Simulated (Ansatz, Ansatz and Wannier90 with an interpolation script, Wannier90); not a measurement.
Rows from a G0W0 calculation on PbIF (P4/nmm) (Ansatz 0.2.0; G0W0 on LDA, plane waves, PAW; 4×4×2 mesh, 594 empty bands, screening to 140 eV), in eV. Spin-orbit coupling is left out.

```tsv
row	Σx	Σc	Vxc	Z
A	-8.75	-4.26	-13.75	0.77
B	-17.78	1.50	-15.60	0.76
C	-16.86	2.00	-14.16	0.75
D	-7.46	-3.57	-11.60	0.80
E	-17.91	1.92	-15.31	0.76
F	-8.09	-4.02	-12.82	0.79
```

Which rows are filled states and which are empty ones, and how can one tell?

Filled: B, C and E. Empty: A, D and F. The sign of Σc tells: for a filled state bare exchange, which holds its interaction with itself, lies below Vxc (Σx − Vxc is -2.2 eV or lower here) and screening gives part back as a positive Σc. For an empty state Σx lies above Vxc (+4.1 eV or more) and the Coulomb hole leaves Σc negative.

[Paths, hosts, dates, memory and timing lines, banners, echoed tables and standing remarks are left out of the program output.]

[Logs are printed without paths, hosts, clocks, repeated set-up lines and the standing remarks that a program may print on its own settings, such as how far it seeks lower states.]

[Runs of the session that timed out or met a known fault of the program may be left out.]

[Hosts, paths, dates, database ids (printed as entryN), source tags and the programs' standing remarks are cut or masked in the printed files.]
